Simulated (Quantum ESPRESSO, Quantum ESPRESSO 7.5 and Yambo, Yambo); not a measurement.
# CdF2 (Fm-3m): one start, several treatments of the self-energy

Aim: compare treatments of exchange, screening and correlation for the gap of CdF2 (Fm-3m).

Main program and level: Quantum ESPRESSO 7.5 and Yambo 5.3.0; PBE and many-body steps on it, plane waves.

**1. The starting structure**

Symmetry: Fm-3m, No. 225, cubic system. The conventional cell has a = 5.388 Å, b = 5.388 Å, c = 5.388 Å, α = 90.00°, β = 90.00°, γ = 90.00°. Nearest to Cd lie 8 F at 2.33 Å. Nearest to F lie 4 Cd at 2.33 Å. Farther neighbours and most contacts between anions are not listed.

The cell and positions come from the Crystallography Open Database and are kept as given unless a step says otherwise.

**2. Empty states on the mesh, 4×4×4 mesh, 478 bands**

This step: Quantum ESPRESSO 7.5; DFT, PBE, plane waves, norm-conserving pseudopotentials.

The sums over transitions need many empty states on a uniform mesh; this step solves for them.

The input, pw.in:

```
&control
  calculation = 'nscf'
  prefix = 'x'
  outdir = 'o'
  pseudo_dir = 'pseudo'
/
&system
  ibrav = 0
  nat = 3
  ntyp = 2
  ecutwfc = 94.0
  nbnd = 478
  force_symmorphic = .true.
/
&electrons
  conv_thr = 1e-9
  electron_maxstep = 80
  diago_full_acc = .true.
  diago_thr_init = 5e-6
/
ATOMIC_SPECIES
  Cd 112.41 Cd.upf
  F 18.998 F.upf
CELL_PARAMETERS angstrom
  0.0000000000 2.6940000000 2.6940000000
  2.6940000000 0.0000000000 2.6940000000
  2.6940000000 2.6940000000 -0.0000000000
ATOMIC_POSITIONS crystal
  Cd 0.0000000000 0.0000000000 0.0000000000
  F 0.2500000000 0.2500000000 0.2500000000
  F 0.7500000000 0.7500000000 0.7500000000
K_POINTS automatic
  4 4 4 0 0 0
```

On the command line:

```bash
$ OMP_NUM_THREADS=1 mpirun -n 4 pw.x -nk 4 -in pw.in > pw.out
```

The program printed:

```text
Program PWSCF v.7.5 starts

     This program is part of the open-source Quantum ESPRESSO suite
     for quantum simulation of materials; please cite
         "P. Giannozzi et al., J. Phys.:Condens. Matter 21 395502 (2009);
         "P. Giannozzi et al., J. Phys.:Condens. Matter 29 465901 (2017);
         "P. Giannozzi et al., J. Chem. Phys. 152 154105 (2020);
     in publications or presentations arising from this work. More details at

     Atomic positions and unit cell read from directory:
     o/x.save/

     Message from routine setup:
[...]
77.7756  78.0206  79.5497  79.5497  79.7154  79.7154  80.7871  80.7871
     [... 48 further rows ...]
   291.4416 292.3405 292.6191 292.6191 293.1318 295.0307 295.0307 296.3639
   296.3639 296.7682 298.8677 299.4142 299.4142 300.0088

          k = 0.3536 0.0000 0.0000 (  4064 PWs)   bands (ev):

     [... further k-points ...]

     highest occupied, lowest unoccupied level (ev):     6.5299    9.6539

     XML data file, pseudopotentials, collected wavefunctions

=------------------------------------------------------------------------------=
   JOB DONE.
=------------------------------------------------------------------------------=
```

Elapsed: 50 s, on 4 MPI ranks of Intel Xeon 6975P-C (Granite Rapids), shared host; peak memory 0.99 GiB; 3.3 min of CPU time.

This step gave:

* gap: 3.124 eV
* k of the valence top: 0.25, -0.5, -0.25
* k of the conduction bottom: 0, 0, 0
* least direct gap: 3.619 eV
* k points computed: 8
* lowest point of the top converged band, above the valence top: 290.2509 eV

On this mesh the gap is 3.124 eV.

The density comes from a self-consistent run that is not shown.

**3. Conversion and set-up**

This step: Yambo 5.3.0; conversion and set-up on PBE, plane waves, norm-conserving pseudopotentials.

The states are converted to the many-body program's format and the q mesh is built.

On the command line:

```bash
$ (cd o/x.save; p2y > p2y.log; mv SAVE ../..); yambo > setup.log
```

The program printed:

```text
 Yambo, version 5.3.0

 [02] CORE Variables Setup
 =========================

  [02.01] Unit cells
  ==================

  Cell kind             :  FCC
  Atoms in the cell     :  Cd  F
  number of Cd atoms    :  1
  number of F  atoms    :  2

  List of atomic masses
  Mass of Cd    :  112.4100
  Mass of F     :  18.99800

  List of atomic coordinates    : [cc]
  Cd1       :  0.000000  0.000000  0.000000  order 1
  F1       :  2.545461  2.545461  2.545461  order 2
  F2       :  7.636383  7.636383  7.636383  order 3

  Alat factors          :  5.090922  5.090922  5.090922 [a.u.]
[...]
==========================================

 IBZ Q-points                                      :   8
 BZ  Q-points                                      :   64

 K/Q-points units:
 rlu = crystal or reduced units; cc = cartesian coordinates; iku = interal k-units

 Q [1]          [rlu]:  0.000000  0.000000  0.000000
 Q [2]          [rlu]:  0.14198E-16 -0.27435E-16  0.25000
 Q [3]          [rlu]: -0.28396E-16  0.54870E-16 -0.50000
[...]
Q [7]          [rlu]: -0.13177E-16 -0.50000     -0.50000
 Q [8]          [rlu]:  0.250000 -0.500000 -0.250000

  [03.01] X indexes
  =================

   [03.01.01] Sigma indexes
   ========================

 [06] Game Over & Game summary
```

Elapsed: 3 s, on 1 MPI rank; peak memory 0.25 GiB.

**4. G0W0, Godby-Needs plasmon pole**

Now the one-shot GW correction: screening in the RPA, then the self-energy of the levels asked for.

This step: G0W0 on PBE, plane waves, norm-conserving pseudopotentials.

The input, gw2.in:

```
HF_and_locXC
gw0
dyson
ppa
em1d
rim_cut
RandQpts= 1000000
RandGvec= 1 RL
EXXRLvcs= 94 Ry
VXCRLvcs= 376 Ry
Chimod= "HARTREE"
% BndsRnXp
 1 | 205 |
%
NGsBlkXp= 17 Ry
% LongDrXp
 1 | 1 | 1 |
%
% GbndRnge
 1 | 205 |
%
DysSolver= "n"
ExtendOut
PPAPntXp= 27.21138 eV
% QPkrange
 8 | 8 | 16 | 19 |
 1 | 1 | 16 | 19 |
%
```

On the command line:

```bash
$ OMP_NUM_THREADS=1 mpirun -n 4 yambo -F gw2.in -J gw2 -C gw2 > gw2.log
```

The program printed:

```text
 Yambo, version 5.3.0

 [02] CORE Variables Setup
 =========================

  [... cell, symmetries and grids as in the set-up ...]

  [02.05] Energies & Occupations
  ==============================

  [X] === General ===
  [X] Electronic Temperature                        :  0.000000  0.000000 [eV K]
  [X] Bosonic    Temperature                        :  0.000000  0.000000 [eV K]
  [X] Finite Temperature mode                       : no
  [X] El. density                                   :  0.86947E+24 [cm-3]
  [X] Fermi Level                                   :  6.529887 [eV]

  [X] === Gaps and Widths ===
  [X] Conduction Band Min                           :  3.123994 [eV]
  [X] Valence Band Max                              :  0.000000 [eV]
  [X] Filled Bands                                  :  17
  [X] Empty Bands                                   :    18   478
  [X] Direct Gap                                    :  3.619366 [eV]
  [X] Direct Gap localized at k                     :  1
  [X] Indirect Gap                                  :  3.123994 [eV]
  [X] Indirect Gap between kpts                     :   8   1
  [X] Last valence band width                       :  0.495373 [eV]
  [X] 1st conduction band width                     :  4.976967 [eV]

 [03] Transferred momenta grid and indexing
 ==========================================

 IBZ Q-points                                      :   8
 BZ  Q-points                                      :   64

 K/Q-points units:
 rlu = crystal or reduced units; cc = cartesian coordinates; iku = interal k-units

 Q [1]          [rlu]:  0.000000  0.000000  0.000000
 Q [2]          [rlu]:  0.14198E-16 -0.27435E-16  0.25000
 Q [3]          [rlu]: -0.28396E-16  0.54870E-16 -0.50000
 Q [4]          [rlu]:  0.65886E-17  0.25000      0.25000
 Q [5]          [rlu]: -0.68688E-17  0.25000      0.50000
 Q [6]          [rlu]:  0.27115E-16  0.25000     -0.25000
 Q [7]          [rlu]: -0.13177E-16 -0.50000     -0.50000
 Q [8]          [rlu]:  0.250000 -0.500000 -0.250000

 [04] Coloumb potential Random Integration (RIM)
 ===============================================

  [04.01] RIM initialization
  ==========================

  * Diagonal components only detected *

  8 x (sBL volume)        :  0.117498 [a.u.]
  sBZ random points       :  1000000
  Points outside the sBZ  :   7999624
  RL volume               :  0.939984 [a.u.]
  Integrated volume       :  0.940028 [a.u.]

  [04.02] RIM integrals
  =====================

  Gamma point sphere radius             :  0.088844 [a.u.]
  Points outside the sphere             :   799635
  [Int_sBZ(q=0) 1/q^2]*(Vol_sBZ)^(-1/3) =:  7.763403
                                 should be <:  7.795600

  Summary of Coulomb integrals for non-metallic bands |Q|[au] RIM/Bare

  Q [1] 0.100000E-4 0.995870 * Q [2] 0.267211 1.065611
  Q [4] 0.308548 1.063726 * Q [6] 0.436353 1.025826
  Q [5] 0.511670 1.019349 * Q [3] 0.534422 1.016307
  Q [7] 0.617097 1.012926 * Q [8] 0.689935 1.009939

 [WARNING] [Xp] User bands 1-205 break level degeneracy

 [05] Dipoles
 ============

  [05.01] Setup: observables and procedures
  =========================================

 [06] Dynamic Dielectric Matrix (PPA)
 ====================================

 [WR./gw2//ndb.pp]---------------------------------------------------------------
  Brillouin Zone Q/K grids (IBZ/BZ)                :    8   64    8   64
  RL vectors                                       :   4957 [WF]
  Coulomb cutoff potential                         : none
  Electronic Temperature                           :  0.000000 [K]
  Bosonic    Temperature                           :  0.000000 [K]
  PPA    diel. fun.  energies                      : Perdew, Burke & Ernzerhof(X)+Perdew, Burke & Ernzerhof(C)
  wavefunctions                                    : Perdew, Burke & Ernzerhof(X)+Perdew, Burke & Ernzerhof(C)
  Global Gauge                                     : length
  X matrix size                                    :   339
  X band range                                     :    1  205
  X e/h energy range                               : -1.000000 -1.000000 [eV]
  X Time ordering                                  : R
  X Hxc Kernel                                     : HARTREE
  X Drude frequency                                :  0.000000  0.000000
  X poles                                          :  100.0000 [o/o]
  RL vectors in the sum                            :   4957
  [r,Vnl] included                                 : yes
  Field direction                                  :  0.577350E-5  0.577350E-5  0.577350E-5
  BZ energy Double Grid                            : no
  BZ energy DbGd points                            : 0
  BZ Q point size factor                           : -1.000000
  X Optical Averaged directions                    : none

 [07] Local Exchange-Correlation + Non-Local Fock
 ================================================

 [VXC] Plane waves :   32647
 [EXS] Plane waves :   4111

 QP @ state[ 1 ] K range:  1  1
 QP @ state[ 1 ] b range:  16  19
 QP @ state[ 2 ] K range:   8   8
 QP @ state[ 2 ] b range:  16  19

 [xc] Functional : Perdew, Burke & Ernzerhof(X)+Perdew, Burke & Ernzerhof(C)
 [xc] LIBXC used to calculate xc functional
  PP Number of Atomic Species                      :  2
  NLCC RL compoments                               :   32647
  PP Number of Atomic Species                      :  2
  NLCC RL compoments                               :   32647

 [xc] E_xc :  -24.65860 [Ha]
      E_xc :  -49.31721 [Ry]

  Local XC kind (lXC) : Perdew, Burke & Ernzerhof(X)+Perdew, Burke & Ernzerhof(C)
  Non-Local XC kind (nlXC) : Hartree-Fock

  Corrections @ K [1] :  [eV]
 <16|nlXC|16> = -32.28243  0.83992E-17 <16|lXC|16> = -24.99306  0.000000
 <17|nlXC|17> = -32.28237 -0.16456E-16 <17|lXC|17> = -24.99306  0.000000
 <18|nlXC|18> = -7.990550  0.16803E-17 <18|lXC|18> = -12.40280  0.000000
 <19|nlXC|19> = -4.689356 -0.82543E-18 <19|lXC|19> = -10.20232  0.94408E-16

  Corrections @ K [8] :  [eV]
 <16|nlXC|16> = -30.52773  0.14086E-16 <16|lXC|16> = -23.13818  0.18882E-15
 <17|nlXC|17> = -31.53442  0.92918E-17 <17|lXC|17> = -24.39237 -0.11801E-16
 <18|nlXC|18> = -10.76329  0.19865E-17 <18|lXC|18> = -16.75171  0.000000
 <19|nlXC|19> = -6.368119 -0.64711E-18 <19|lXC|19> = -10.95815  0.94408E-16

  [07.01] Hartree-Fock occupations report
  =======================================

  [Hartree-Fock] === General ===
  [Hartree-Fock] Electronic Temperature             :  0.000000  0.000000 [eV K]
  [Hartree-Fock] Bosonic    Temperature             :  0.000000  0.000000 [eV K]
  [Hartree-Fock] Finite Temperature mode            : no
  [Hartree-Fock] El. density                        :  0.86947E+24 [cm-3]
  [Hartree-Fock] Fermi Level                        :  6.529887 [eV]

  [Hartree-Fock] === Gaps and Widths ===
  [Hartree-Fock] Conduction Band Min                :  4.990525 [eV]
  [Hartree-Fock] Valence Band Max                   : -0.088828 [eV]
  [Hartree-Fock] Filled Bands                       :  17
  [Hartree-Fock] Empty Bands                        :    18   478
  [Hartree-Fock] Direct Gap                         :  5.439230 [eV]
  [Hartree-Fock] Direct Gap localized at k          :  2
  [Hartree-Fock] Indirect Gap                       :  5.079353 [eV]
  [Hartree-Fock] Indirect Gap between kpts          :   7   2
  [Hartree-Fock] Last valence band width            :  7.695860 [eV]
  [Hartree-Fock] 1st conduction band width          :  9.098857 [eV]

 [08] Dyson equation: Newton solver
 ==================================

  [08.01] G0W0 (W PPA)
  ====================

  [  GW  ] Bands range     :    1  205
  [GW/PPA] G damping       :  0.100000 [eV]

  QP @ state[ 1 ] K range:  1  1
  QP @ state[ 1 ] b range:  16  19
  QP @ state[ 2 ] K range:   8   8
  QP @ state[ 2 ] b range:  16  19

   Sc/G bands                                       :    1  205
   Sc/G damping                                     :  0.100000 ev
   Sc bands terminator                              : no
   Sx RL components                                 :   4111

   QP @ state[ 1 ] K range                          :  1  1
   QP @ state[ 1 ] b range                          :  16  19
   QP @ state[ 2 ] K range                          :   8   8
   QP @ state[ 2 ] b range                          :  16  19
   GF energies kind                                 : Perdew, Burke & Ernzerhof(X)+Perdew, Burke & Ernzerhof(C)
   GF WF`s kind                                     : Perdew, Burke & Ernzerhof(X)+Perdew, Burke & Ernzerhof(C)
   Xs energies kind                                 : Perdew, Burke & Ernzerhof(X)+Perdew, Burke & Ernzerhof(C)
   Xs WF`s kind                                     : Perdew, Burke & Ernzerhof(X)+Perdew, Burke & Ernzerhof(C)

 [11] Game Over & Game summary
```

Wall time 5 min (4 MPI ranks); peak memory 1.9 GiB.

Numbers from this step:

| Item | Value |
| --- | --- |
| G0W0 gap on the points computed | 5.394 eV |
| starting gap on the mesh | 3.124 eV |
| k of the valence top | 0.25, -0.5, -0.25 |
| k of the conduction bottom | 0, 0, 0 |
| least direct G0W0 gap on the computed points | 6.155 eV |
| Z at the valence top | 0.7943 |
| Z at the conduction bottom | 0.8686 |

The gap on the mesh goes from 3.12 eV to 5.39 eV, a correction of +2.27 eV.

(Continued in part 2 of 2.)

[Paths, hosts, dates, memory and timing lines, banners, echoed tables and standing remarks are left out of the program output.]

[Logs are printed without paths, hosts, clocks, repeated set-up lines and the standing remarks that a program may print on its own settings, such as how far it seeks lower states.]

[Runs of the session that timed out or met a known fault of the program may be left out.]

[Hosts, paths, dates, database ids (printed as entryN), source tags and the programs' standing remarks are cut or masked in the printed files.]
